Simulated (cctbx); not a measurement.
# X-rays or neutrons for the lightest atoms?

Cell a = 4.7540 Å, b = 7.2850 Å, c = 15.8260 Å, α = 90.00°, β = 90.00°, γ = 90.00°; space group Immm (no. 71); content Pr6 Sn8 Li8. The heavier atoms are placed; Li is still missing.

Simulated single-crystal data (cctbx): Cu Kα, λ = 1.54184 Å, to d = 0.83 Å, 95 % of the full sphere, strongest reflection 40000 counts, noise from counting, a 2 % proportional error and a noise floor of 15 counts (s.d.); no absorption.

Refinement without Li (map in e/Å³):

```text
Rint 0.021, 321 unique reflections to 0.83 A
cycle     R1     wR2    GooF  max shift (A)
   1  0.1284  0.2798  18.465   0.02152
   2  0.0275  0.0597   3.941   0.00000
final R1 0.0275 wR2 0.0597 GooF 3.941  parameters 7  data/parameter 45.9
atom        x        y        z      Ueq    occ   su(xyz)  su(Uiso or U11)
Pr1    0.00000  0.00000  0.86684   0.0015  1.000  0.00005  0.0002
Pr2    0.00000  0.50000  0.00000   0.0026  1.000  0.00000  0.0003
Sn1    0.00000  0.50000  0.78468   0.0027  1.000  0.00006  0.0003
Sn2    0.50000  0.80042  0.00000   0.0049  1.000  0.00013  0.0003
difference map: max 6.52 min -0.94 rms 0.36
Q1    0.0000  0.1807  0.3341    8    6.88  2.77 A from Sn2
Q2    0.0000  0.3065  0.5000    4    1.53  0.04 A from Sn2
Q3    0.0000  0.4505  0.2144    8    0.95  0.36 A from Sn1
Q4    0.0000  0.0000  0.1439    4    0.78  0.17 A from Pr1
Q5    0.0000  0.5000  0.0290    4    0.57  0.46 A from Pr2
Q6    0.0000  0.1840  0.0835    8    0.47  1.55 A from Pr1
Q7    0.0000  0.2948  0.2645    8    0.46  1.69 A from Sn1
Q8    0.1419  0.5000  0.1554    8    0.40  1.16 A from Sn1
```

The data are simulated with cctbx, not measured: neutrons of λ = 0.95 Å, to d = 0.7 Å, 95 % of the full sphere, strongest reflection 5000 counts, noise from counting, a 2 % proportional error and a noise floor of 15 counts (s.d.); no absorption.

Refinement without Li (map in fm/Å³; only maxima are listed):

```text
Rint 0.032, 513 unique reflections to 0.70 A
cycle     R1     wR2    GooF  max shift (A)
   1  0.2764  0.5153  23.389   0.02831
   2  0.2067  0.3771  17.118   0.00001
final R1 0.2067 wR2 0.3771 GooF 17.118  parameters 7  data/parameter 73.3
atom        x        y        z      Ueq    occ   su(xyz)  su(Uiso or U11)
Pr1    0.00000  0.00000  0.86737   0.0007  1.000  0.00035  0.0012
Pr2    0.00000  0.50000  0.00000   0.0040  1.000  0.00000  0.0015
Sn1    0.00000  0.50000  0.78478   0.0021  1.000  0.00026  0.0010
Sn2    0.50000  0.80011  0.00000   0.0038  1.000  0.00060  0.0011
difference map: max 4.31 min -17.44 rms 0.69
Q1    0.0000  0.0000  0.1403    4    4.47  0.12 A from Pr1
Q2    0.0000  0.5000  0.2163    4    4.10  0.02 A from Sn1
Q3    0.0000  0.5000  0.0000    2    3.34  0.00 A from Pr2
Q4    0.0000  0.2783  0.3335    8    2.68  2.47 A from Sn1
Q5    0.0000  0.3154  0.5000    4    2.31  0.11 A from Sn2
Q6    0.0000  0.1837  0.2920    8    2.30  2.61 A from Sn1
Q7    0.0000  0.1840  0.3775    8    2.14  2.11 A from Sn2
Q8    0.0000  0.0000  0.5000    2    1.67  2.19 A from Sn2
```

**Question.** Where is Li, and which data fix it better?

Li sits at (1/2, 0.6813, 0.8345). Adding it takes R1 from 0.028 to 0.007 with X-rays and from 0.207 to 0.014 with neutrons. Its largest coordinate s.u. is 0.00068 with X-rays and 0.00010 with neutrons, so neutrons fix it better in these data. In the X-ray map Q1 marks it. No listed neutron peak is on it. Natural Li has a negative scattering length, so it shows as a hole in the neutron map (minimum -17.4), not among the maxima.

Final neutron refinement:

```text
Rint 0.032, 513 unique reflections to 0.70 A
cycle     R1     wR2    GooF  max shift (A)
   1  0.1744  0.3609  16.431   0.02995
   2  0.0137  0.0259   1.179   0.00000
final R1 0.0137 wR2 0.0259 GooF 1.179  parameters 10  data/parameter 51.3
atom        x        y        z      Ueq    occ   su(xyz)  su(Uiso or U11)
Pr1    0.00000  0.00000  0.86682   0.0018  1.000  0.00002  0.0001
Pr2    0.00000  0.50000  0.00000   0.0033  1.000  0.00000  0.0001
Sn1    0.00000  0.50000  0.78468   0.0031  1.000  0.00002  0.0001
Sn2    0.50000  0.80057  0.00000   0.0049  1.000  0.00004  0.0001
Li1    0.50000  0.68122  0.83445   0.0098  1.000  0.00010  0.0001
difference map: max 0.30 min -0.45 rms 0.06
Q1    0.0000  0.1338  0.3160    8    0.31  0.45 A from Li1
Q2    0.0000  0.0746  0.0000    4    0.26  2.18 A from Pr1
Q3    0.0000  0.3324  0.0685    8    0.26  1.63 A from Pr2
Q4    0.0000  0.2106  0.3563    8    0.25  0.41 A from Li1
Q5    0.0000  0.5000  0.2152    4    0.25  0.00 A from Sn1
Q6    0.1149  0.5000  0.5000    4    0.24  1.55 A from Sn2
```

The model was made for the exercise: a known structure type with other elements put in, its volume estimated, not relaxed; displacement parameters are assumed.

[Middle refinement cycles are left out of these outputs.]

[Logs are printed without paths, hosts, clocks, repeated set-up lines and the standing remarks that a program may print on its own settings, such as how far it seeks lower states.]
